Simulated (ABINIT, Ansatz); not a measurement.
## A GW chain in ABINIT: CdTe (F-43m)

Aim: the G0W0 gap of CdTe (F-43m) on PBE, step by step.

Method: PBE and many-body steps on it, plane waves, in ABINIT 10.8.3.

**Experimental background.**

- Gap 1.48 ± 0.02 eV: direct optical gap from Tauc analysis, 1.5 h deposition; UV-vis diffuse reflectance; film (electrodeposited 1.5 h on FTO, Te-rich) (“Electrodeposition of CdTe Thin Films for Solar Energy Water Splitting”, 2020, pmc:7177234).

- Gap 1.592 eV: near-band-edge L1 bound-exciton energy extrapolated to 0 K (Varshni), slightly below the true gap; temperature-dependent photoluminescence; 0 K; bulk crystal (vertical Bridgman single crystal) (“Photoluminescence characteristics of Cd1-xMnxTe single crystals grown by the vertical Bridgman method”, 2012, pmc:3275455).

- Gap 1.32 ± 0.02 eV: direct optical gap from Tauc analysis, 2.5 h deposition; UV-vis diffuse reflectance; film (electrodeposited 2.5 h on FTO, nearly stoichiometric) (“Electrodeposition of CdTe Thin Films for Solar Energy Water Splitting”, 2020, pmc:7177234).

**1. The starting structure**

It takes space group F-43m (No. 216, cubic). Conventional cell: a = 6.480 Å, b = 6.480 Å, c = 6.480 Å, α = 90.00°, β = 90.00°, γ = 90.00°. Nearest to Cd lie 4 Te at 2.81 Å. Nearest to Te lie 4 Cd at 2.81 Å. Farther neighbours, and contacts between anions beyond the nearest, are not listed.

The cell and positions come from the Crystallography Open Database and are kept as given unless a step says otherwise.

**2. Ground state**

This step: ABINIT 10.8.3; DFT, PBE, plane waves, norm-conserving pseudopotentials.

The ground-state density comes first.

run.abi

```
acell 3*1.0 Angstrom
rprim 
  0.000000000000 3.240000000000 3.240000000000
  3.240000000000 0.000000000000 3.240000000000
  3.240000000000 3.240000000000 0.000000000000
ntypat 2
znucl 48 52
natom 2
typat 1 2
xred 
  0.000000000000 0.000000000000 0.000000000000
  0.250000000000 0.250000000000 0.250000000000
pp_dirpath "pseudos"
pseudos "Cd.upf, Te.upf"
ecut 47
ngkpt 6 6 6
nshiftk 1
shiftk 0 0 0
kptopt 1
chksymbreak 0
nband 27
occopt 1
tolvrs 1e-10
nstep 60
prtwf 0
optforces 0
optstress 0
indata_prefix "in"
outdata_prefix "out"
tmpdata_prefix "tmp"
```

Command:

```
OMP_NUM_THREADS=1 mpirun -n 8 abinit run.abi > log
```

Log:

```text
.Version 10.8.3 of ABINIT. v10.8.2 released Aug 2026.

 Symmetries : space group F-4 3 m (#216); Bravais cF (face-center cubic)
================================================================================
 Values of the parameters that define the memory need of the present run
     intxc =       0    ionmov =       0      iscf =       7    lmnmax =       8
     lnmax =       8     mgfft =      54  mpssoang =       4    mqgrid =    3001
     natom =       2  nloc_mem =       1    nspden =       1   nspinor =       1
    nsppol =       1      nsym =      24    n1xccc =    2501    ntypat =       2
    occopt =       1   xclevel =       2
-    mband =          27        mffmem =           1         mkmem =           2
       mpw =        7099          nfft =      157464          nkpt =          16
================================================================================
  Rough estimation (10% accuracy) of disk space for files :
================================================================================

--------------------------------------------------------------------------------
------------- Echo of variables that govern the present computation ------------
--------------------------------------------------------------------------------
 -outvars: echo values of preprocessed input variables --------
            acell      1.8897261259E+00  1.8897261259E+00  1.8897261259E+00 Bohr

      chksymbreak           0
             ecut      4.70000000E+01 Hartree
-          fftalg         312

              ixc     -101130
              kpt      0.00000000E+00  0.00000000E+00  0.00000000E+00
                       1.66666667E-01  0.00000000E+00  0.00000000E+00
                       3.33333333E-01  0.00000000E+00  0.00000000E+00
                       5.00000000E-01  0.00000000E+00  0.00000000E+00
                       1.66666667E-01  1.66666667E-01  0.00000000E+00
                       3.33333333E-01  1.66666667E-01  0.00000000E+00
                       5.00000000E-01  1.66666667E-01  0.00000000E+00
                      -3.33333333E-01  1.66666667E-01  0.00000000E+00
                      -1.66666667E-01  1.66666667E-01  0.00000000E+00
   [... 5 further rows ...]
                      -3.33333333E-01  3.33333333E-01  1.66666667E-01
                      -3.33333333E-01  5.00000000E-01  1.66666667E-01
         kptrlatt        6    0    0      0    6    0      0    0    6
          kptrlen      5.19529396E+01
P           mkmem           2
            natom           2
            nband          27
            ngfft          54      54      54
             nkpt          16
            nstep          60
             nsym          24
           ntypat           2
              occ      2.000000  2.000000  2.000000  2.000000  2.000000  2.000000
                       2.000000  2.000000  2.000000  2.000000  2.000000  2.000000
                       2.000000  2.000000  2.000000  2.000000  2.000000  2.000000
                       2.000000  2.000000  2.000000  2.000000  0.000000  0.000000
[...]
optforces           0
        optstress           0
            prtwf           0
            rprim      0.0000000000E+00  3.2400000000E+00  3.2400000000E+00
[...]
spgroup         216

           tolvrs      1.00000000E-10

             xred      0.0000000000E+00  0.0000000000E+00  0.0000000000E+00
[...]
znucl       48.00000   52.00000

================================================================================

 chkinp: Checking input parameters for consistency.

================================================================================
== DATASET  1 ==================================================================
-   mpi_nproc: 8, omp_nthreads: 1 (-1 if OMP is not activated)

--- !DatasetInfo
iteration_state: {dtset: 1, }
dimensions: {natom: 2, nkpt: 16, mband: 27, nsppol: 1, nspinor: 1, nspden: 1, mpw: 7099, }
cutoff_energies: {ecut:  47.0, pawecutdg:  -1.0, }
electrons: {nelect:   4.40000000E+01, charge:   0.00000000E+00, occopt:   1.00000000E+00, tsmear:   1.00000000E-02, }

 Real(R)+Recip(G) space primitive vectors, cartesian coordinates (Bohr,Bohr^-1):
 R(1)=  0.0000000  6.1227126  6.1227126  G(1)= -0.0816631  0.0816631  0.0816631
 R(2)=  6.1227126  0.0000000  6.1227126  G(2)=  0.0816631 -0.0816631  0.0816631
 R(3)=  6.1227126  6.1227126  0.0000000  G(3)=  0.0816631  0.0816631 -0.0816631
 Unit cell volume ucvol=  4.5905173E+02 bohr^3
 Angles (23,13,12)=  6.00000000E+01  6.00000000E+01  6.00000000E+01 degrees

 getcut: wavevector=  0.0000  0.0000  0.0000  ngfft=  54  54  54
         ecut(hartree)=     47.000   => boxcut(ratio)=   2.02148

--- Pseudopotential description ------------------------------------------------
- Cd Generated using ONCVPSP code by D. R. Hamann
- 48.00000  20.00000  171031                  znucl, zion, pspdat
12 -101130 2 -1 1368                          pspcod,pspxc,lmax,lloc,mmax
     nproj     2     2     2     0
  pspatm : epsatm=   19.67729986
         --- l  ekb(1:nproj) -->
[...]
pspatm: atomic psp has been read  and splines computed

- Te Generated using ONCVPSP code by D. R. Hamann
- 52.00000  24.00000  220131                  znucl, zion, pspdat
12 -101130 3 -1 1294                          pspcod,pspxc,lmax,lloc,mmax
     nproj     2     2     2     2
  pspatm : epsatm=   28.89495404
         --- l  ekb(1:nproj) -->
[...]
pspatm: atomic psp has been read  and splines computed

   2.13717917E+03                                ecore*ucvol(ha*bohr**3)
--------------------------------------------------------------------------------

_setup2: Arith. and geom. avg. npw (full set) are    7068.301    7068.284

================================================================================

--- !BeginCycle
iteration_state: {dtset: 1, }
solver: {iscf: 7, nstep: 60, nline: 4, wfoptalg: 0, }
tolerances: {tolvrs: 1.00E-10, }

     iter   Etot(hartree)      deltaE(h)  residm     vres2
 ETOT  1  -455.01451075098    -4.550E+02 5.250E-01 3.250E+02
 ETOT  2  -455.67603146776    -6.615E-01 1.543E-02 1.512E+02
 ETOT  3  -455.69372177424    -1.769E-02 7.941E-04 3.237E+00
 ETOT  4  -455.69383783588    -1.161E-04 1.955E-04 1.309E+00
 ETOT  5  -455.69391768051    -7.984E-05 9.521E-05 1.957E-01
 ETOT  6  -455.69394047356    -2.279E-05 6.636E-05 1.669E-02
 ETOT  7  -455.69394135313    -8.796E-07 4.673E-05 7.624E-04
 ETOT  8  -455.69394139116    -3.802E-08 3.583E-05 2.327E-05
 ETOT  9  -455.69394139298    -1.818E-09 2.608E-05 1.724E-06
 ETOT 10  -455.69394139315    -1.754E-10 2.059E-05 8.402E-08
 ETOT 11  -455.69394139315     5.741E-12 1.461E-05 2.478E-09
 ETOT 12  -455.69394139313     1.478E-11 1.183E-05 2.398E-11

 At SCF step   12       vres2   =  2.40E-11 < tolvrs=  1.00E-10 =>converged.

--- !ResultsGS
iteration_state: {dtset: 1, }
comment   : Summary of ground state results
lattice_vectors:
- [  0.0000000,   6.1227126,   6.1227126, ]
- [  6.1227126,   0.0000000,   6.1227126, ]
- [  6.1227126,   6.1227126,   0.0000000, ]
lattice_lengths: [   8.65882,    8.65882,    8.65882, ]
lattice_angles: [ 60.000,  60.000,  60.000, ] # degrees, (23, 13, 12)
lattice_volume:   4.5905173E+02
convergence: {deltae:  1.478E-11, res2:  2.398E-11, residm:  1.183E-05, diffor:  0.000E+00, }
etotal    :  -4.55693941E+02
entropy   :   0.00000000E+00
fermie    :   1.98221920E-01
cartesian_stress_tensor: null
pressure_GPa: null
xred      :
- [  0.0000E+00,   0.0000E+00,   0.0000E+00, Cd]
- [  2.5000E-01,   2.5000E-01,   2.5000E-01, Te]
cartesian_forces: null
force_length_stats: {min: null, max: null, mean: null, }

 Integrated electronic density in atomic spheres:
 ------------------------------------------------
 Atom  Sphere_radius  Integrated_density
    1        2.00000         17.16315695
    2        2.00000         19.94816551
================================================================================

 ----iterations are completed or convergence reached----

 Mean square residual over all n,k,spin=   27.379E-09; max=  11.825E-06
 reduced coordinates (array xred) for    2 atoms
       0.000000      0.000000      0.000000
       0.250000      0.250000      0.250000
 rms dE/dt=  0.0000E+00; max dE/dt=  0.0000E+00; dE/dt below (all hartree)
    1       0.000000      0.000000      0.000000
    2       0.000000      0.000000      0.000000

 cartesian coordinates (angstrom) at end:
    1      0.000000     0.000000     0.000000
    2      1.620000     1.620000     1.620000
 length scales=  1.889726  1.889726  1.889726 bohr
              =  1.000000  1.000000  1.000000 angstroms
 prteigrs : about to open file out_EIG
 Fermi (or HOMO) energy (hartree) =   0.19822   Average Vxc (hartree)=  -0.33179
 Eigenvalues (hartree) for nkpt=  16  k points:
 kpt#   1, nband= 27, wtk=  0.00463, kpt=  0.0000  0.0000  0.0000 (reduced coord)
  -5.63480   -3.79831   -3.79831   -3.79831   -3.55711   -2.12531   -2.12531   -2.12531
  -1.12571   -1.12571   -1.12571   -1.12542   -1.12542   -0.21246   -0.10626   -0.10626
  -0.10626   -0.09670   -0.09670    0.19822    0.19822    0.19822    0.22653    0.36807
   0.36807    0.36807    0.47246
 prteigrs : prtvol=0 or 1, do not print more k-points.

--- !EnergyTerms
iteration_state     : {dtset: 1, }
comment             : Components of total free energy in Hartree
kinetic             :  1.564656E+02
hartree             :  1.703106E+02
xc                  : -6.035471E+01
Ewald energy        : -2.141487E+02
psp_core            :  4.655639E+00
local_psp           : -5.086249E+02
non_local_psp       : -3.997385E+00
total_energy        : -4.556939E+02
total_energy_eV     : -1.240006E+04
band_energy         : -6.584216E+01

== END DATASET(S) ==============================================================
================================================================================

 -outvars: echo values of variables after computation  --------
           etotal     -4.5569394139E+02
            nband          27
             nkpt          16
          spgroup         216
 [... the other variables as echoed above ...]

 Calculation completed.
```

The job ended after 38 s (8 MPI ranks of Arm Neoverse N1, shared host; peak memory 0.88 GiB).

Read from the output:

| Item | Value |
| --- | --- |
| total energy | -12400.0638 eV |
| gap | 0.7704 eV |
| k of the valence top | 0, 0, 0 |
| k of the conduction bottom | 0, 0, 0 |
| least direct gap | 0.7704 eV |

The gap is direct, at Γ.

(Continued in part 2 of 3.)

[Long decimals in the printed logs are rounded to 6 places.]

[Logs are printed without paths, hosts, clocks, repeated set-up lines and the standing remarks that a program may print on its own settings, such as how far it seeks lower states.]

[Paths, hosts, dates, memory and timing lines, banners, echoed tables and standing remarks are left out of the program output; an Ansatz launch command may be rebuilt from the run's recorded settings. Measured values are a selection of at most five: reports struck by readers or far from the other reports are left out. None is set beside runs whose start may be inverted or whose files or cutoffs have a known fault.]

[Runs of the session that timed out or met a known fault of the program may be left out.]

[Hosts, paths, dates, database ids (printed as entryN), source tags and the programs' standing remarks are cut or masked in the printed files.]

[G0W0 gaps are taken among the corrected bands and points alone; a level outside them can change the order at an edge.]

[Where Ansatz stands beside ABINIT at settings called matched, ABINIT's density can come from a denser mesh and the files from another edition; pairs whose starting gaps differed by over 0.03 eV were left out, so agreement reads better than it is.]
